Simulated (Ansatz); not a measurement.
# YIn (Pm-3m): phonons along a line and the smearing

Does YIn (Pm-3m) have a Kohn anomaly or a soft branch that a wide smearing hides?

Main program and level: Ansatz 0.2.0; DFT PBEsol, scalar-relativistic, plane waves, PAW.

### Step 1. The starting structure

It takes space group Pm-3m (No. 221, cubic). Conventional cell: a = 3.810 Å, b = 3.810 Å, c = 3.810 Å, α = 90.00°, β = 90.00°, γ = 90.00°. Nearest to Y lie 8 In at 3.30 Å. Nearest to In lie 8 Y at 3.30 Å. Farther neighbours are not listed.

### Step 2. Relaxing cell and atoms

The structure is brought to rest under this functional.

File input.yaml:

```yaml
crystal:
  lattice:
    - [3.81, 0.0, 0.0]
    - [0.0, 3.81, 0.0]
    - [0.0, 0.0, 3.81]
  atoms:
    - { symbol: "Y", position: [0.5, 0.5, 0.5] }
    - { symbol: In, position: [0.0, 0.0, 0.0] }
kpoints:
  mp_grid: { grid: [8, 8, 8] }
hamiltonian:
  xc: pbesol
scf:
  occupations: { method: gaussian, width: 0.1 }
output:
  forces: true
  stress: true
  eigenvalues: true
  write_density: true
  write_potential: true
  elf: true
  volumetric_format: npy
relax:
  adjacent_minimum: "off"
  f_tol: 0.005
  max_steps: 80
  cell: { stress_tol: 0.05 }
```

Command:

```
> ansatz run input.yaml --threads 4 --pin off --max-ram 8192MiB --backend cpu --events-out ev --progress --plain --runs-dir out
```

Numbers of over 12 decimals in the logs are rounded to 6 here.

The program printed:

```text
[the first part of the log is left out]
  E_xc         = -387.017418
  E_vxc        = -300.415556  (∫ρ·V_xc dr)
  E_paw        = -6855.818481  (= ΣΔE_a)
  E_vpaw       = -354.968000  (= ΣTr[D̂ρ^β])
  E_aug_tail   = 0.000028  (compensation charges beyond the density's cutoff)
  E_ewald      = -2042.239869
  E_core_change = 0.384675  (= ΣΔE_core)
  E_smearing   = -0.006169  (= −TS)
  E_closure    = -0.000000  (closes the sum)
  Σ components = -9321.604970   (vs F -9321.604970, Δ=0.00e0)
--- Forces (eV/Å), atoms counted from 1 ---
  atom   1  Y     -0.00000000     0.00000000    -0.00000000
  atom   2  In    -0.00000000     0.00000000     0.00000000
  max |Σ_I F_I| component: 3.16e-30 eV/Å
--- Stress (GPa, compression-positive) ---
       -0.011350      -0.000000       0.000000
       -0.000000      -0.011350      -0.000000
        0.000000      -0.000000      -0.011350
  P = ⅓ Tr σ = -0.0113 GPa (-0.113 kbar)
--- Band table (eV; the first three rows and the last of 35) ---
  k-point 0: bands = ["-31.1338", "-11.0823", "-11.0823", "-11.0823", "-2.7678", "-2.7678", "-2.6639", "-2.6639", "-2.6639", "3.4113", "11.2536", "11.2536", "14.7050", "14.7050", "14.7050", "15.2218"]
  k-point 1: bands = ["-31.1315", "-11.1208", "-11.0798", "-11.0798", "-2.7653", "-2.7455", "-2.6671", "-2.6671", "-2.6626", "3.6196", "11.0095", "11.3099", "13.8440", "13.8440", "14.2460", "15.2274"]
  k-point 2: bands = ["-31.1260", "-11.2123", "-11.0737", "-11.0737", "-2.7591", "-2.6914", "-2.6748", "-2.6748", "-2.6594", "4.2201", "9.9206", "11.4559", "12.9952", "12.9952", "14.3985", "15.2411"]
  k-point 34: bands = ["-31.0889", "-11.2723", "-11.2723", "-11.2723", "-2.7185", "-2.7185", "-2.7185", "-2.5292", "-2.5292", "9.0114", "9.0114", "9.0114", "9.1392", "15.5288", "15.5288", "15.5288"]
--- Relaxed structure (4 steps of the walk, 4 accepted, 1 SCFs on fresh bases) ---
  F+E_penalty+E_count = -9321.60497016 eV   max|allowed force component| = 1.085e-30 eV/Å   (the final SCF, on the basis selected at the relaxed cell)
  cell:  # Å, volume = 51.0391 Å³
    - [3.709377, 0, 0]
    - [0, 3.709377, 0]
    - [0, 0, 3.709377]
  atoms:
    - { symbol: Y, position: [0.5, 0.5, 0.5] }
    - { symbol: In, position: [0, 0, 0] }
```

It took 5.3 s on 4 threads of Arm Neoverse N1, shared host; peak memory 0.37 GiB; 19 s of CPU time.

The steps of the relaxation:

| step | energy less that of the first step (eV) | largest force component (eV/Å) | pressure (GPa) | volume (Å³) |
| --- | --- | --- | --- | --- |
| 1 | 0.0000 | 0.0000 | -4.27 | 55.31 |
| 2 | -0.0565 | 0.0000 | 1.49 | 49.91 |
| 3 | -0.0613 | 0.0000 | -0.21 | 51.20 |
| 4 | -0.0615 | 0.0000 | -0.01 | 51.04 |
| 5 | -0.0610 | 0.0000 | -0.01 | 51.04 |

The log counts 1 steps on a newly chosen plane-wave basis, not all of them marked here; energy and pressure can jump at such steps.

| conventional cell, symmetrised | before | after | change |
| --- | --- | --- | --- |
| a (Å) | 3.810 | 3.709 | -2.6 % |
| b (Å) | 3.810 | 3.709 | -2.6 % |
| c (Å) | 3.810 | 3.709 | -2.6 % |
| volume (Å³/atom) | 27.65 | 25.52 | -7.7 % |

Final coordinates:

```xyz
2
Lattice="3.7094 0.0000 0.0000 0.0000 3.7094 0.0000 0.0000 0.0000 3.7094" Properties=species:S:1:pos:R:3 pbc="T T T"
Y     1.8547    1.8547    1.8547
In    0.0000    0.0000    0.0000
```

Numbers from this step:

```yaml
pressure: -0.01135 GPa
volume_per_atom: 25.52 Å³
metallic_on_mesh: yes
gap_on_the_k_mesh: 0 eV
```

Electrostatic potential energy in the ac plane at fractional y = 0.000, with atoms of In within 0.2 Å of it. With pseudopotentials it is smooth inside the atoms' cores, unlike the true potential.

Values in eV, 14 rows by 14 columns, each cell a mean:
```
-32 -32 -27 -10   5  11  14  14  13  10   3 -16 -29 -32
-30 -28 -19  -3   8  12  14  14  13  11   6  -8 -22 -29
-19 -15  -6   5  10  13  14  14  13  12   9   2  -8 -16
  1   3   7  10  12  13  13  13  13  13  12   9   6   3
 10  10  11  12  13  13  13  13  13  13  13  12  11  10
 13  13  13  13  13  13  12  12  13  13  13  13  13  13
 14  14  14  14  13  13  12  12  12  13  13  14  14  14
 14  14  14  14  13  13  12  12  12  13  13  14  14  14
 11  12  12  13  13  13  13  13  13  13  13  13  12  11
  4   5   8  11  12  13  13  13  13  13  12  10   8   5
-12  -9  -1   7  11  13  14  14  13  12  10   5  -3 -10
-28 -26 -17  -1   8  12  14  14  13  11   7  -6 -19 -27
-32 -32 -26  -9   5  12  14  14  13  10   3 -15 -28 -32
-32 -32 -28 -12   4  11  14  14  13  10   1 -19 -30 -32
```
Columns run along a (3.7 Å; values clipped at the 3rd and 97th percentile), rows up along c (3.7 Å). Atoms in or near the plane, at fractional coordinates: In at (0.00, 0.00).

ELF in the ac plane at fractional y = 0.000, with atoms of In within 0.2 Å of it. It is the smooth field of the valence electrons, not physical close to the nuclei.

Ten even steps from '0' (0.00) to '9' (0.47), each cell a mean:
```
00355799965520
12456899975542
45557899986555
55578887888655
66788766688876
99997655568999
99987544567999
99987654568999
77888765678887
55678877788765
55567888987555
23556899975543
00355799965520
00255799965410
```
Columns run along a (3.7 Å), rows up along c (3.7 Å). Atoms in or near the plane, at fractional coordinates: In at (0.00, 0.00).

Valence density in the ac plane at fractional y = 0.000, with atoms of In within 0.2 Å of it. It is the smooth field of the valence electrons, not physical close to the nuclei.

Ten steps, logarithmic in the rise over the least value, from '0' (0 e/Å³) to '9' (12 e/Å³), each cell a mean:
```
98742100012579
87532100012467
55421000001245
32210000001122
11100000000011
00000000000000
00000000000000
00000000000000
11100000000011
22110000000122
44321000001234
76531100012457
98642100012578
99742100013589
```
Columns run along a (3.7 Å), rows up along c (3.7 Å). Atoms in or near the plane, at fractional coordinates: In at (0.00, 0.00).

The largest force is now zero by symmetry and the largest stress component 0.011 GPa, small enough for phonons.

### Step 3. Phonons along a line: Fermi–Dirac smearing of 0.1 eV

The smearing blurs the Fermi surface that screens the phonons; a Fermi–Dirac width is an electronic temperature.

File input.yaml:

```yaml
crystal:
  lattice:
    - [3.7093767951, 0.0, 0.0]
    - [0.0, 3.7093767951, 0.0]
    - [0.0, 0.0, 3.7093767951]
  atoms:
    - { symbol: "Y", position: [0.5, 0.5, 0.5] }
    - { symbol: In, position: [0.0, 0.0, 0.0] }
kpoints:
  mp_grid: { grid: [16, 16, 16] }
hamiltonian:
  xc: pbesol
scf:
  occupations: { method: fermi_dirac, width: 0.1 }
output:
  eigenvalues: true
phonons:
  method: dfpt
  qpoints:
    - [0, 0, 0]
    - [0.0, 0.0625, 0.0]
    - [0.0, 0.1875, 0.0]
    - [0.0, 0.3125, 0.0]
    - [0.0, 0.4375, 0.0]
```

The program printed:

```text
[...]
Crystal: 2 atoms, lattice volume = 51.039 Å³
Basis set: ecut = 420 eV, 1021 PW (Γ), exchange–correlation on 50×50×50 points (8 copies of the dense FFT grid, shifted against one another)
Bands: 16, of which v1, the nominal top of the filled ones, is band 12 counted from 1 (11 counted from 0)
Symmetry: 48 space group operations
k-points: 165 of 4096
[...]
SCF iter   1: F=—  HF=-9321.620322 eV  |F-HF|=—  |Δ(HF+E_count)|=         —  Δρ=3.47e-3  dr2=9.74e-3  ethr=1.77e-3  ⟨swp⟩=5.8  Hψ=13124  notcnv=0
[...]
SCF iter   8: F=-9321.615514 eV  HF=-9321.615514 eV  |F-HF|=0.00e0  |Δ(HF+E_count)|=  6.18e-11  Δρ=7.16e-8  dr2=1.59e-12  ethr=1.00e-12  ⟨swp⟩=5.5  Hψ=11476  notcnv=0
SCF 1 converged in 8 iterations: F = -9321.615514 eV  dr2 = 1.59e-12
[...]
NSCF: frozen V_eff on 165 k-points
[...]
DFPT response loops at q = (0, 0, 0) (fractional): preconditioner auto → Kerker (q_TF=auto, 2.406 Å⁻¹) (partly filled bands, converged f_vac=0.000); β = 1.00, the filter's whole step (`scf.mixing.beta` (0.50) is not read by the response loops under this deck's `scf.mixing.preconditioner`; to damp them name `kerker` or `kerker_dos`, under which they read `scf.mixing.beta`, and type it under 1.00, their step now; both keys bind the ground state too); Broyden in place of MSR1
[...]
SCF converged after 8 iterations
Free energy (F): -9321.615514 eV
[...]
Internal energy: -9321.580064 eV  (E = F + TS)
E sigma→0 (E₀):  -9321.597789 eV
Entropy (-TS):   -0.035450 eV (-17.725 meV/atom)
Fermi energy:    11.634220 eV
[...]
--- Band table (eV; the first three rows and the last of 165) ---
  k-point 0: bands = [... 8 lower, -2.6806, 3.4071, 11.2594, 11.2594, 14.7010, 14.7010, 14.7010, 15.2314]
  k-point 1: bands = [... 8 lower, -2.6803, 3.4595, 11.2110, 11.2739, 14.3407, 14.3407, 14.5319, 15.2329]
  k-point 2: bands = [... 8 lower, -2.6793, 3.6154, 11.0133, 11.3159, 13.8458, 13.8458, 14.2448, 15.2370]
  k-point 164: bands = [... 8 lower, -2.5462, 9.0110, 9.0110, 9.0110, 9.1297, 15.5308, 15.5308, 15.5308]
--- Phonons (Γ-DFPT): 2 representative perturbations + reference (Σ response iterations 6) ---
  ASR residual: 4.027e-4 → 0.000e0 eV/Å²; symmetrization residual: 6.851e-7 eV/Å²
  ASR residual per site (eV/Å²): 4.03e-4 8.88e-6
  Γ frequencies (cm⁻¹): 0.00 0.00 0.00 132.92 132.92 132.92
  non-analytic LO–TO correction: not included (Born effective charges unavailable; polar crystals: no LO–TO splitting at Γ)
--- Phonons (arbitrary-q DFPT): 5 explicit q-points ---
  q = [0, 0, 0] (of the zone-centre solve; hermiticity 4.21e-7, symmetrization 4.27e-12): -0.00 -0.00 -0.00 132.92 132.92 132.92
  q = [0, 0.0625, 0] (4 solved perturbations in 4032 linear systems a pass and spin channel, the states on 1296 of 4096 k-point pairs; hermiticity 1.98e-6, symmetrization 1.65e-10): 15.34 15.34 18.36 132.43 132.43 134.28
[...]
sum rule: each row above includes the acoustic sum rule's correction from the zone centre's row sums; it moved no ω² by more than (1.11 cm⁻¹)²
```

It took 10 min on 4 threads; peak memory 2.6 GiB.

In the SCF lines HF is the Harris–Foulkes energy and dr2 the Hartree energy of the density residual, in eV; the loop may stop once dr2 is under the threshold and the program's other checks hold. Hψ counts applications of the Hamiltonian.

Each wavevector solved by linear response. The frequency by |q| along the line:

| \|q\| along the line (Å⁻¹) | mode 1 = mode 2 (cm⁻¹) | mode 3 (cm⁻¹) | mode 4 = mode 5 (cm⁻¹) | mode 6 (cm⁻¹) |
| --- | --- | --- | --- | --- |
| 0.000 | 0 | 0 | 133 | 133 |
| 0.106 | 15.3 | 18.4 | 132 | 134 |
| 0.318 | 45.0 | 53.2 | 129 | 142 |
| 0.529 | 70.2 | 84.9 | 121 | 150 |
| 0.741 | 87.0 | 109 | 111 | 152 |

### Step 4. Phonons along a line: Fermi–Dirac smearing of 0.25 eV

Each wavevector is solved by itself, so no interpolation smooths a dip of the branch.

Changes to input.yaml since step 3:

```diff
@@ -13,3 +13,3 @@
 scf:
-  occupations: { method: fermi_dirac, width: 0.1 }
+  occupations: { method: fermi_dirac, width: 0.25 }
 output:
```

Wider smearing eases the sum over k-points of a metal but moves the result away from its zero-temperature value.

The program printed:

```text
band count auto-derived: 17 (N_el = 24.0; filled up to band 12; 16 by the electrons, moments and atoms)
[...]
Crystal: 2 atoms, lattice volume = 51.039 Å³
Basis set: ecut = 420 eV, 1021 PW (Γ), exchange–correlation on 50×50×50 points (8 copies of the dense FFT grid, shifted against one another)
Bands: 17, of which v1, the nominal top of the filled ones, is band 12 counted from 1 (11 counted from 0)
Symmetry: 48 space group operations
k-points: 165 of 4096
[...]
SCF iter   1: F=—  HF=-9321.731766 eV  |F-HF|=—  |Δ(HF+E_count)|=         —  Δρ=3.69e-3  dr2=1.19e-2  ethr=1.77e-3  ⟨swp⟩=5.3  Hψ=13240  notcnv=0
[...]
SCF iter   9: F=-9321.726422 eV  HF=-9321.726422 eV  |F-HF|=0.00e0  |Δ(HF+E_count)|=  9.09e-12  Δρ=2.01e-8  dr2=1.43e-13  ethr=1.00e-12  ⟨swp⟩=5.0  Hψ=11430  notcnv=0
SCF 1 converged in 9 iterations: F = -9321.726422 eV  dr2 = 1.43e-13
[...]
WARN: eigensolver did not converge in 2 slots of this pass, the one above among them; of largest residual over every band (k=51): 1 band(s) unlocked (lowest unlocked band 16, counted from 0; max residual 1.03e-5 eV among the unlocked bands, 1.03e-5 eV over every band); of lowest unlocked band (k=51): band 16
[...]
SCF converged after 9 iterations
Free energy (F): -9321.726422 eV
[...]
Internal energy: -9321.437874 eV  (E = F + TS)
E sigma→0 (E₀):  -9321.582148 eV
Entropy (-TS):   -0.288548 eV (-144.274 meV/atom)
Fermi energy:    11.602832 eV
[...]
--- Band table (eV; the first three rows and the last of 165) ---
  k-point 0: bands = [... 8 lower, -2.6856, 3.4047, 11.2669, 11.2669, 14.6991, 14.6991, 14.6991, 15.2445, ... 1 higher]
  k-point 1: bands = [... 8 lower, -2.6852, 3.4572, 11.2180, 11.2814, 14.3434, 14.3434, 14.5308, 15.2459, ... 1 higher]
  k-point 2: bands = [... 8 lower, -2.6842, 3.6131, 11.0187, 11.3236, 13.8501, 13.8501, 14.2459, 15.2502, ... 1 higher]
  k-point 164: bands = [... 8 lower, -2.5524, 9.0121, 9.0121, 9.0121, 9.1244, 15.5336, 15.5336, 15.5336, ... 1 higher]
[...]
ASR residual: 1.111e-3 → 0.000e0 eV/Å²; symmetrization residual: 2.030e-6 eV/Å²
  ASR residual per site (eV/Å²): 1.11e-3 1.43e-5
  Γ frequencies (cm⁻¹): 0.00 0.00 0.00 136.24 136.24 136.24
[...]
--- Phonons (arbitrary-q DFPT): 5 explicit q-points ---
[...]
```

Elapsed: 11 min, on 4 threads; peak memory 2.8 GiB.

Each wavevector solved by linear response. Frequency against |q| along the line:

| \|q\| along the line (Å⁻¹) | mode 1 = mode 2 (cm⁻¹) | mode 3 (cm⁻¹) | mode 4 = mode 5 (cm⁻¹) | mode 6 (cm⁻¹) |
| --- | --- | --- | --- | --- |
| 0.000 | 0 | 0 | 136 | 136 |
| 0.106 | 14.4 | 17.7 | 136 | 137 |
| 0.318 | 42.6 | 51.5 | 131 | 142 |
| 0.529 | 67.8 | 82.3 | 122 | 147 |
| 0.741 | 87.1 | 106 | 110 | 147 |

Against step 3 (now smearing width 0.25 eV), the free energy moves by -55.5 meV an atom.

(Part 1 of 2 ends here.)

[Logs are printed without paths, hosts, clocks, repeated set-up lines and the standing remarks that a program may print on its own settings, such as how far it seeks lower states.]

[Hosts, paths, dates, database ids (printed as entryN), source tags and the programs' standing remarks are cut or masked in the printed files.]
